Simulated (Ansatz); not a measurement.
**A hypothetical structure for TlGa2FeN2**

Starting from a made-up structure for TlGa2FeN2, the aim is the relaxed cell, its shortest contacts and, where a second run follows, its electronic structure.

Main program and level: Ansatz 0.2.0; DFT, PBEsol, plane-wave PAW, files of the set soft_1, scalar-relativistic, ferromagnetic start, cell and ions relaxed at zero pressure; PAW set soft_1, in the first sound run; inputs show where later runs differ.

**1. Starting point**

It takes space group P-4m2 (No. 115, tetragonal). The conventional cell has a = 3.727 Å, b = 3.727 Å, c = 6.247 Å, α = 90.00°, β = 90.00°, γ = 90.00°. Tl has 4 N at 2.55 Å and 4 Fe at 2.64 Å and 4 Ga at 2.76 Å nearest. Ga has 5 N at 2.48 to 2.65 Å and 2 Tl at 2.76 Å and 2 Fe at 2.76 Å nearest. Nearest to Fe lie 4 N at 2.55 Å and 4 Tl at 2.64 Å and 4 Ga at 2.76 Å. Nearest to N lie 1 Ga at 2.48 Å and 2 Tl at 2.55 Å and 2 Fe at 2.55 Å. Farther neighbours and most contacts between anions are not listed.

**2. Relaxing cell and atoms**

The guessed cell has no reason to be at equilibrium. It is relaxed with the atoms, within the space group of the guess.

The input, input.yaml:

```yaml
crystal:
  lattice:
    - [3.727, 0.0, 0.0]
    - [0.0, 3.727, 0.0]
    - [0.0, 0.0, 6.247]
  atoms:
    - { symbol: Tl, position: [0.5, 0.5, 0.0] }
    - { symbol: Ga, position: [0.0, 0.5, 0.675] }
    - { symbol: Ga, position: [0.5, 0.0, 0.325] }
    - { symbol: Fe, position: [0.0, 0.0, 0.0], spin: 3.0 }
    - { symbol: "N", position: [0.0, 0.5, 0.2778] }
    - { symbol: "N", position: [0.5, 0.0, 0.7222] }
magnetization:
  spin_polarized: true
kpoints:
  mp_grid: { grid: [7, 7, 5] }
scf:
  occupations: { method: fermi_dirac, width: 0.05 }
hamiltonian:
  xc: pbesol
  pseudopotentials: { kind: paw, azcp: { folder: soft_1 }, xc_functional: pbe }
relax:
  f_tol: 0.015
  max_steps: 70
  cell: {}
output:
  forces: true
  stress: true
```

Launch:

```console
ansatz run input.yaml --threads 4 --pin off --max-ram 10240MiB --backend cpu --events-out ev --progress --plain --runs-dir out
```

Numbers of over 12 decimals in the logs are rounded to 6 here.

What it wrote:

```text
Engine: ansatz 0.2.0, aarch64-unknown-linux-gnu
Pseudopotentials: kind: paw
Pseudopotential: Tl, paw, valence charge 13, recommended cutoff 420 eV (normal), soft_1/Tl.paw.azcp
Pseudopotential: Ga, paw, valence charge 13, recommended cutoff 420 eV (normal), soft_1/Ga.paw.azcp
Pseudopotential: Fe, paw, valence charge 16, recommended cutoff 420 eV (normal), soft_1/Fe.paw.azcp
Pseudopotential: N, paw, valence charge 5, recommended cutoff 420 eV (normal), soft_1/N.paw.azcp
Functional definition: PBEsol
  exchange = pbesol_x
  correlation = pbesol_c
Crystal: 6 atoms, lattice volume = 86.774 Å³
Basis set: ecut = 420 eV, 1693 PW (Γ), exchange–correlation on 50×50×90 points (8 copies of the dense FFT grid, shifted against one another)
Bands: 41, of which v1, the nominal top of the filled ones, is band 33 counted from 1 (32 counted from 0)
Symmetry: 8 space group operations
Space group: P-4m2 (ITA 115), of the structure as read, at distance tolerance 4.4e-5 Å
Magnetic group: BNS 115.283 (UNI 943), of the structure as read, at distance tolerance 4.4e-5 Å
k-points: 30 of 245 (time reversal used)
Non-local potential: Tl, projectors of the file, l = 0: 2, l = 1: 2, l = 2: 2, l = 3: 1
Non-local potential: Ga, projectors of the file, l = 0: 2, l = 1: 2, l = 2: 3, l = 3: 1
Non-local potential: Fe, projectors of the file, l = 0: 3, l = 1: 2, l = 2: 3, l = 3: 1
Non-local potential: N, projectors of the file, l = 0: 2, l = 1: 2, l = 2: 1
PAW form: soft (Blöchl's): semilocal exchange-correlation on the pseudo side does not see the compensation charge
PAW frozen core: Tl, regenerated for the run's functional, and the local potential with it (the file was generated under x = pbe(κ = 0.804, μ = 0.219515), c = pbe(β = 0.066725))
PAW frozen core: Ga, regenerated for the run's functional, and the local potential with it (the file was generated under x = pbe(κ = 0.804, μ = 0.219515), c = pbe(β = 0.066725))
PAW frozen core: Fe, regenerated for the run's functional, and the local potential with it (the file was generated under x = pbe(κ = 0.804, μ = 0.219515), c = pbe(β = 0.066725))
PAW frozen core: N, regenerated for the run's functional, and the local potential with it (the file was generated under x = pbe(κ = 0.804, μ = 0.219515), c = pbe(β = 0.066725))
PAW one-centre angular grid: Tl, 590 points (default); XC on 64 Gauss nodes
PAW one-centre angular grid: Ga, 590 points (default); XC on 64 Gauss nodes
PAW one-centre angular grid: Fe, 590 points (default); XC on 64 Gauss nodes
PAW one-centre angular grid: N, 110 points (default); XC on 64 Gauss nodes
Initial density: superposition of atomic densities (chi_scale 0.1, normalization cell, long waves kept (reshape's long-wave potential 0.17 eV rms))
Starting moments: Σ|m| = 3 μB on 1 of 6 sites
Initial wavefunctions: pseudopotential atomic-orbital guess
Functional: x = pbesol(κ = 0.804, μ = 0.123457), c = pbesol(β = 0.046)
SCF iter   1: F=—  HF=-23983.006321 eV  |F-HF|=—  |Δ(HF+E_count)|=         —  Δρ=2.98e-2 (↑2.53e-2 ↓2.98e-2)  dr2=3.30e0  dr2_m=3.63e-2  M=2.791 μB ∫|m|=3.073 μB  β_m=0.30  ethr=3.10e-3  ⟨swp⟩=6.2  Hψ=9196  notcnv=0  defer=1
Mixer restart at iter 1: flushing history
preconditioner: auto → Kerker (q_TF=auto, 2.600 Å⁻¹)  [metal: Δε(μ)=0.028 eV  Ē_g=12.901 eV  σ=0.050 eV  W_gap=0.14  n_scr=28 (ndim 8)  ℏωp=30.1 eV  f_vac=0.000  D(μ)=4.22/eV (n_scr^D=36)]
spin=Collinear: Kerker preconditioning applied to the charge; magnetization (m = ρ↑ − ρ↓) channel mixes plain (no charge-response kernel on spin).
SCF iter   2: F=—  HF=-23982.774602 eV  |F-HF|=—  |Δ(HF+E_count)|=   2.32e-1  Δρ=1.89e-2 (↑1.60e-2 ↓1.89e-2)  dr2=1.98e0  dr2_m=2.23e-2  M=2.753 μB ∫|m|=3.041 μB  β_m=0.51  ethr=3.10e-3  ⟨swp⟩=2.0  Hψ=3291  notcnv=0  defer=85
SCF iter   3: F=—  HF=-23983.179232 eV  |F-HF|=—  |Δ(HF+E_count)|=   4.05e-1  Δρ=1.05e-2 (↑8.49e-3 ↓1.05e-2)  dr2=8.25e-1  dr2_m=2.63e-2  M=2.644 μB ∫|m|=2.949 μB  β_m=0.62  ethr=3.05e-3  ⟨swp⟩=2.1  Hψ=3166  notcnv=0  defer=94
SCF iter   4: F=—  HF=-23983.179751 eV  |F-HF|=—  |Δ(HF+E_count)|=   5.19e-4  Δρ=1.33e-2 (↑3.78e-3 ↓1.33e-2)  dr2=6.27e-1  dr2_m=2.23e-2  M=2.532 μB ∫|m|=2.824 μB  β_m=0.70  ethr=1.27e-3  ⟨swp⟩=2.1  Hψ=3305  notcnv=0  defer=91
SCF iter   5: F=—  HF=-23983.015685 eV  |F-HF|=—  |Δ(HF+E_count)|=   1.64e-1  Δρ=1.26e-2 (↑1.26e-2 ↓1.04e-2)  dr2=3.87e-1  dr2_m=1.82e-3  M=2.504 μB ∫|m|=2.766 μB  β_m=0.60  ethr=9.65e-4  ⟨swp⟩=3.0  Hψ=4395  notcnv=0  defer=91
SCF iter   6: F=—  HF=-23983.084466 eV  |F-HF|=—  |Δ(HF+E_count)|=   6.88e-2  Δρ=4.80e-3 (↑3.84e-3 ↓4.80e-3)  dr2=5.43e-2  dr2_m=5.42e-4  M=2.519 μB ∫|m|=2.773 μB  β_m=0.80  ethr=5.95e-4  ⟨swp⟩=2.2  Hψ=3658  notcnv=0  defer=87
SCF iter   7: F=—  HF=-23983.113538 eV  |F-HF|=—  |Δ(HF+E_count)|=         —  Δρ=3.13e-3 (↑1.06e-3 ↓3.13e-3)  dr2=1.04e-2  dr2_m=1.93e-3  M=2.564 μB ∫|m|=2.828 μB  β_m=0.80  ethr=8.35e-5  ⟨swp⟩=2.2  Hψ=4482  notcnv=0  defer=87
Mixer restart at iter 7: flushing history
SCF iter   8: F=—  HF=-23983.116818 eV  |F-HF|=—  |Δ(HF+E_count)|=   3.28e-3  Δρ=2.47e-3 (↑2.47e-3 ↓1.32e-3)  dr2=8.73e-3  dr2_m=3.83e-4  M=2.561 μB ∫|m|=2.826 μB  β_m=0.66  ethr=1.60e-5  ⟨swp⟩=2.0  Hψ=5112  notcnv=0  defer=88
SCF iter   9: F=—  HF=-23983.113606 eV  |F-HF|=—  |Δ(HF+E_count)|=   3.21e-3  Δρ=1.44e-3 (↑3.19e-4 ↓1.44e-3)  dr2=2.57e-3  dr2_m=3.99e-4  M=2.570 μB ∫|m|=2.837 μB  β_m=0.75  ethr=1.34e-5  ⟨swp⟩=2.0  Hψ=4931  notcnv=0  defer=85
SCF iter  10: F=—  HF=-23983.114026 eV  |F-HF|=—  |Δ(HF+E_count)|=   4.20e-4  Δρ=5.80e-4 (↑5.80e-4 ↓5.38e-4)  dr2=7.79e-4  dr2_m=3.42e-6  M=2.567 μB ∫|m|=2.835 μB  β_m=0.56  ethr=3.96e-6  ⟨swp⟩=2.0  Hψ=4523  notcnv=0  defer=85
SCF iter  11: F=—  HF=-23983.113570 eV  |F-HF|=—  |Δ(HF+E_count)|=   4.56e-4  Δρ=3.16e-4 (↑1.39e-4 ↓3.16e-4)  dr2=1.57e-4  dr2_m=1.02e-5  M=2.568 μB ∫|m|=2.837 μB  β_m=0.78  ethr=1.20e-6  ⟨swp⟩=2.0  Hψ=4016  notcnv=0  defer=85
SCF iter  12: F=—  HF=-23983.113602 eV  |F-HF|=—  |Δ(HF+E_count)|=   3.17e-5  Δρ=1.17e-4 (↑1.10e-4 ↓1.17e-4)  dr2=5.17e-5  dr2_m=2.88e-7  M=2.568 μB ∫|m|=2.836 μB  β_m=0.75  ethr=2.41e-7  ⟨swp⟩=2.9  Hψ=4255  notcnv=0  defer=85
SCF iter  13: F=—  HF=-23983.113604 eV  |F-HF|=—  |Δ(HF+E_count)|=   2.67e-6  Δρ=5.04e-5 (↑3.31e-5 ↓5.04e-5)  dr2=8.89e-6  dr2_m=3.25e-7  M=2.568 μB ∫|m|=2.836 μB  β_m=0.81  ethr=7.95e-8  ⟨swp⟩=2.0  Hψ=4036  notcnv=0  defer=85
SCF iter  14: F=—  HF=-23983.113605 eV  |F-HF|=—  |Δ(HF+E_count)|=   9.12e-7  Δρ=1.46e-5 (↑1.46e-5 ↓1.44e-5)  dr2=4.59e-7  dr2_m=1.28e-7  M=2.568 μB ∫|m|=2.837 μB  β_m=0.91  ethr=1.37e-8  ⟨swp⟩=2.0  Hψ=3005  notcnv=0  defer=85
[...]
relax step  10: F+E_penalty+E_count = -23984.89332220 eV  Δ(F+E_penalty+E_count) = -3.774e-3 eV  max|allowed force component| = 4.997e-2 eV/Å  Δτ_max = 0.0177 Å  P = +0.722 GPa  Ω = 80.724 Å³  energy of the carried Pulay correction = +6.946e-3 eV  (10 SCF iters, dr2 threshold 6.00e-7 eV, accepted)
relax step  11: F+E_penalty+E_count = -23984.89401422 eV  Δ(F+E_penalty+E_count) = -6.920e-4 eV  max|allowed force component| = 1.809e-3 eV/Å  Δτ_max = 0.0084 Å  P = -0.106 GPa  Ω = 81.371 Å³  energy of the carried Pulay correction = +6.178e-3 eV  (9 SCF iters, dr2 threshold 6.00e-7 eV, accepted)
relax step  12: F+E_penalty+E_count = -23984.89426195 eV  Δ(F+E_penalty+E_count) = -2.477e-4 eV  max|allowed force component| = 3.252e-3 eV/Å  Δτ_max = 0.0014 Å  P = +0.019 GPa  Ω = 81.247 Å³  energy of the carried Pulay correction = +6.325e-3 eV  (7 SCF iters, dr2 threshold 1.18e-7 eV, accepted)
relax step  13: F+E_penalty+E_count = -23984.90255480 eV  Δ(F+E_penalty+E_count) = -8.293e-3 eV  max|allowed force component| = 3.042e-3 eV/Å  Δτ_max = 0.0000 Å  P = +0.174 GPa  Ω = 81.247 Å³  stress off target by 6.45e-1 GPa  SCF on the basis re-selected at this cell (its energy is not comparable with the rows above)  (14 SCF iters)
relax step  14: F+E_penalty+E_count = -23984.90361227 eV  Δ(F+E_penalty+E_count) = -1.057e-3 eV  max|allowed force component| = 2.766e-3 eV/Å  Δτ_max = 0.0046 Å  P = +0.063 GPa  Ω = 81.499 Å³  energy of the carried Pulay correction = -2.768e-4 eV  (7 SCF iters, dr2 threshold 6.00e-7 eV, accepted)
relax step  15: F+E_penalty+E_count = -23984.90356554 eV  Δ(F+E_penalty+E_count) = +4.673e-5 eV  max|allowed force component| = 2.016e-3 eV/Å  Δτ_max = 0.0011 Å  P = -0.007 GPa  Ω = 81.585 Å³  energy of the carried Pulay correction = -3.750e-4 eV  (9 SCF iters, dr2 threshold 5.23e-8 eV, accepted)
iter 1 solved again at ethr=1.14e-7 eV; its pass at ethr=3.10e-3 eV (dr2=7.43e-5 eV) is discarded
SCF iter   1: F=—  HF=-23984.903897 eV  |F-HF|=—  |Δ(HF+E_count)|=         —  Δρ=6.91e-5 (↑6.91e-5 ↓6.42e-5)  dr2=3.57e-7  dr2_m=1.00e-7  M=2.269 μB ∫|m|=2.680 μB  β_m=0.65  ethr=1.14e-7  ⟨swp⟩=3.0  Hψ=15552  notcnv=0
spin=Collinear: Kerker preconditioning applied to the charge; magnetization (m = ρ↑ − ρ↓) channel mixes plain (no charge-response kernel on spin).
SCF iter   2: F=—  HF=-23984.903911 eV  |F-HF|=—  |Δ(HF+E_count)|=   1.39e-5  Δρ=2.50e-5 (↑2.50e-5 ↓2.33e-5)  dr2=6.71e-8  dr2_m=1.26e-8  M=2.269 μB ∫|m|=2.680 μB  β_m=0.63  ethr=5.49e-10  ⟨swp⟩=2.4  Hψ=4141  notcnv=0
SCF iter   3: F=—  HF=-23984.903913 eV  |F-HF|=—  |Δ(HF+E_count)|=   2.34e-6  Δρ=3.40e-6 (↑3.40e-6 ↓3.28e-6)  dr2=6.16e-9  dr2_m=2.40e-10  M=2.269 μB ∫|m|=2.680 μB  β_m=0.55  ethr=1.03e-10  ⟨swp⟩=2.0  Hψ=4016  notcnv=0
SCF iter   4: F=—  HF=-23984.903913 eV  |F-HF|=—  |Δ(HF+E_count)|=   3.27e-8  Δρ=9.12e-7 (↑3.46e-7 ↓9.12e-7)  dr2=4.51e-10  dr2_m=1.33e-10  M=2.269 μB ∫|m|=2.680 μB  β_m=0.77  ethr=9.48e-12  ⟨swp⟩=2.0  Hψ=4172  notcnv=0
SCF iter   5: F=—  HF=-23984.903913 eV  |F-HF|=—  |Δ(HF+E_count)|=   1.64e-7  Δρ=8.73e-7 (↑2.66e-7 ↓8.73e-7)  dr2=5.68e-10  dr2_m=1.90e-10  M=2.269 μB ∫|m|=2.680 μB  β_m=0.77  ethr=1.00e-12  ⟨swp⟩=2.0  Hψ=4369  notcnv=0
SCF iter   6: F=—  HF=-23984.903913 eV  |F-HF|=—  |Δ(HF+E_count)|=   1.37e-9  Δρ=5.68e-7 (↑5.48e-7 ↓5.68e-7)  dr2=6.57e-10  dr2_m=1.59e-10  M=2.269 μB ∫|m|=2.680 μB  β_m=0.73  ethr=1.00e-12  ⟨swp⟩=2.0  Hψ=4450  notcnv=0
SCF iter   7: F=—  HF=-23984.903913 eV  |F-HF|=—  |Δ(HF+E_count)|=  5.46e-11  Δρ=3.32e-7 (↑1.92e-7 ↓3.32e-7)  dr2=2.35e-10  dr2_m=3.61e-11  M=2.269 μB ∫|m|=2.680 μB  β_m=0.87  ethr=1.00e-12  ⟨swp⟩=2.1  Hψ=3200  notcnv=0
SCF iter   8: F=—  HF=-23984.903913 eV  |F-HF|=—  |Δ(HF+E_count)|=  1.75e-10  Δρ=1.67e-7 (↑1.67e-7 ↓7.83e-8)  dr2=5.11e-11  dr2_m=3.58e-12  M=2.269 μB ∫|m|=2.680 μB  β_m=0.81  ethr=1.00e-12  ⟨swp⟩=2.0  Hψ=2924  notcnv=0
SCF iter   9: F=—  HF=-23984.903913 eV  |F-HF|=—  |Δ(HF+E_count)|=  1.09e-11  Δρ=9.18e-8 (↑9.18e-8 ↓7.93e-8)  dr2=3.37e-11  dr2_m=1.84e-13  M=2.269 μB ∫|m|=2.680 μB  β_m=0.69  ethr=1.00e-12  ⟨swp⟩=2.0  Hψ=2643  notcnv=0
SCF iter  10: F=-23984.903913 eV  HF=-23984.903913 eV  |F-HF|=0.00e0  |Δ(HF+E_count)|=  3.64e-12  Δρ=5.00e-8 (↑3.97e-8 ↓5.00e-8)  dr2=1.12e-11  dr2_m=5.13e-14  M=2.269 μB ∫|m|=2.680 μB  ethr=1.00e-12  ⟨swp⟩=2.9  Hψ=7351  notcnv=0
SCF 16 converged in 10 iterations: F = -23984.903913 eV  dr2 = 1.12e-11
relax step  16: F+E_penalty+E_count = -23984.90391293 eV  Δ(F+E_penalty+E_count) = -3.474e-4 eV  max|allowed force component| = 2.149e-3 eV/Å  Δτ_max = 0.0000 Å  P = +0.001 GPa  Ω = 81.585 Å³  stress off target by 9.71e-3 GPa  SCF on the basis re-selected at this cell (its energy is not comparable with the rows above)  (10 SCF iters)
basis re-selected at this cell: Δ(F+E_penalty+E_count) = -3.474e-4 eV, ΔP = +0.008 GPa vs the last step (what re-selecting the basis moved, of the pressure what is left beyond the Pulay correction that the steps carried, after the strain that the cell walked since its last selection, with what the two solves' SCF thresholds leave and, on support functions, any second-order correction that the steps lacked; it is no m [...]
SCF converged after 10 iterations
Magnetization: 2.2690 μB (33.6345 up, 31.3655 down)
Absolute magnetization: 2.6784 μB (∫|ρ↑−ρ↓|, with the PAW one-centre terms)
Spin contamination: 0.1748 ħ² per cell (⟨S²⟩ above its minimum at these occupations)
Per-site moments (μB) at R_I (Å): [(-0.027278, 0.997329), (-0.00853677, 0.802189), (-0.00853677, 0.802189), (2.240523, 0.997329), (0.033299, 0.802189), (0.033299, 0.802189)]
Free energy (F): -23984.903913 eV
Harris-Foulkes:  -23984.903913 eV  (|F-HF|=0.00e0)
Internal energy: -23984.875543 eV  (E = F + TS)
E sigma→0 (E₀):  -23984.889728 eV
Entropy (-TS):   -0.028370 eV (-4.728 meV/atom)
Fermi energy:    12.332669 eV
--- Per-component energies (eV) ---
  E_band       = -232.116174
  E_kinetic    = 1070.366217
  E_local      = -6102.168760  (includes V_loc(G=0)·N_el)
  E_nonlocal   = 505.614173
  E_hartree    = 3124.497177
  E_xc         = -533.877641
  E_vxc        = -522.462411  (∫ρ·V_xc dr)
  E_paw        = -15546.693421  (= ΣΔE_a)
  E_vpaw       = -1432.460000  (= ΣTr[D̂ρ^β])
  E_aug_tail   = 0.000083  (compensation charges beyond the density's cutoff)
  E_ewald      = -6504.613061
  E_core_change = 1.999691  (= ΣΔE_core)
  E_smearing   = -0.028370  (= −TS)
  E_closure    = 0.000000  (closes the sum)
  Σ components = -23984.903913   (vs F -23984.903913, Δ=0.00e0)
--- Forces (eV/Å), atoms counted from 1 ---
  atom   1  Tl    -0.00000000    -0.00000000     0.00000000
  atom   2  Ga     0.00000000     0.00000000    -0.00153455
  atom   3  Ga     0.00000000     0.00000000     0.00153455
  atom   4  Fe    -0.00000000    -0.00000000     0.00000000
  atom   5  N      0.00000000     0.00000000     0.00214881
  atom   6  N      0.00000000     0.00000000    -0.00214881
  max |Σ_I F_I| component: 3.04e-17 eV/Å
--- Stress (GPa, compression-positive) ---
       -0.003751      -0.000000      -0.000000
       -0.000000      -0.003751      -0.000000
       -0.000000      -0.000000       0.009710
  P = ⅓ Tr σ = 0.0007 GPa (0.007 kbar)
--- Relaxed structure (14 steps of the walk, 13 accepted, 2 SCFs on fresh bases) ---
  F+E_penalty+E_count = -23984.90391293 eV   max|allowed force component| = 2.149e-3 eV/Å   (the final SCF, on the basis selected at the relaxed cell)
  cell:  # Å, volume = 81.5854 Å³
    - [3.419239, 0, 0]
    - [0, 3.419239, 0.0]
    - [0, 0.0, 6.978362]
  atoms:
    - { symbol: Tl, position: [0.5, 0.5, 2.0363863439245377e-18] }
    - { symbol: Ga, position: [0, 0.5, 0.636603] }
    - { symbol: Ga, position: [0.5, 0, 0.363397] }
    - { symbol: Fe, position: [0, 0, 2.0363863439245377e-18] }
    - { symbol: N, position: [0, 0.5, 0.357927] }
    - { symbol: N, position: [0.5, 0, 0.642073] }
```

Elapsed: 2.3 min, on 4 threads of Arm Neoverse V1, shared host; peak memory 0.51 GiB.

Step by step:

```
step  energy less that of the first step (eV)  largest force component (eV/Å)  pressure (GPa)  volume (Å³)
   1                                   0.0000                          2.0750           -4.06        86.77
   2                                  -0.9178                          1.4280           -2.15        82.60
   3                                  -0.7505                          4.2239           12.49        78.04
   4                                  -1.2271                          1.2115           -2.31        82.16
   5                                  -1.4137                          0.3607            0.37        81.01
   6                                  -1.4563                          0.3019            0.08        80.95
   7                                  -1.5956                          0.4980            0.72        79.51
   8                                  -1.6475                          0.9888            0.31        79.33
   9                                  -1.7759                          0.1341           -0.38        81.20
  10                                  -1.7797                          0.0500            0.72        80.72
  11                                  -1.7804                          0.0018           -0.11        81.37
  12                                  -1.7807                          0.0033            0.02        81.25
 13*                                  -1.7890                          0.0030            0.17        81.25
  14                                  -1.7900                          0.0028            0.06        81.50
  15                                  -1.7900                          0.0020           -0.01        81.59
 16*                                  -1.7903                          0.0021            0.00        81.59
```

Relaxation steps marked * repeat the geometry before them on a plane-wave basis chosen anew for their cell, so energy and pressure can jump there. Relaxation step 3 was tried and not accepted.

The run keeps the 8 symmetry operations that it works with, so distortions that break them were not tested.

```
conventional cell, symmetrised  before  after   change
                         a (Å)   3.727  3.419   -8.3 %
                         b (Å)   3.727  3.419   -8.3 %
                         c (Å)   6.247  6.978  +11.7 %
              volume (Å³/atom)   14.46  13.60   -6.0 %
```

The atoms that moved most (Å, as changes of fractional coordinates times the final cell):

```
atom     dx     dy      dz  length
  N5  0.000  0.000   0.559   0.559
  N6  0.000  0.000  -0.559   0.559
 Ga3  0.000  0.000   0.268   0.268
 Ga2  0.000  0.000  -0.268   0.268
```

Final coordinates:

```xyz
6
Lattice="3.4192 0.0000 0.0000 0.0000 3.4192 0.0000 0.0000 0.0000 6.9784" Properties=species:S:1:pos:R:3 pbc="T T T"
Tl    1.7096    1.7096    0.0000
Ga    0.0000    1.7096    4.4424
Ga    1.7096    0.0000    2.5359
Fe    0.0000    0.0000    0.0000
N     0.0000    1.7096    2.4977
N     1.7096    0.0000    4.4806
```

This step gave:

```yaml
free_energy: -23984.9039 eV
energy_at_zero_smearing: -23984.8897 eV
smearing_term_ts: 0.02837 eV
fermi_energy: 12.33 eV
magnetization: 2.269 μB
absolute_magnetization: 2.678 μB
site_moments: -0.02728, -0.008537, -0.008537, 2.241, 0.03330, 0.03330 μB
electrons: 65
symmetry_operations: 8
pressure: 7.36e-4 GPa
```

Site moment by atom:

```
atom  site moment (μB)
 Tl1             -0.03
 Ga2             -0.01
 Ga3             -0.01
 Fe4              2.24
  N5              0.03
  N6              0.03
```

The shortest distance of each pair, which need not be the same contact before and after:

```
 pair  guess (Å)  relaxed (Å)
 Ga–N      2.481        1.945
Fe–Tl      2.635        2.418
 N–Tl      2.546        3.027
 Fe–N      2.546        3.027
Ga–Tl      2.756        3.058
```

The relaxation ends with a largest force component of 0.0021 eV/Å and a pressure of 0.00 GPa.

(Part 1 of 2 ends here.)

[Logs are printed without paths, hosts, clocks, repeated set-up lines and the standing remarks that a program may print on its own settings, such as how far it seeks lower states.]

[Hosts, paths, dates, database ids (printed as entryN), source tags and the programs' standing remarks are cut or masked in the printed files.]
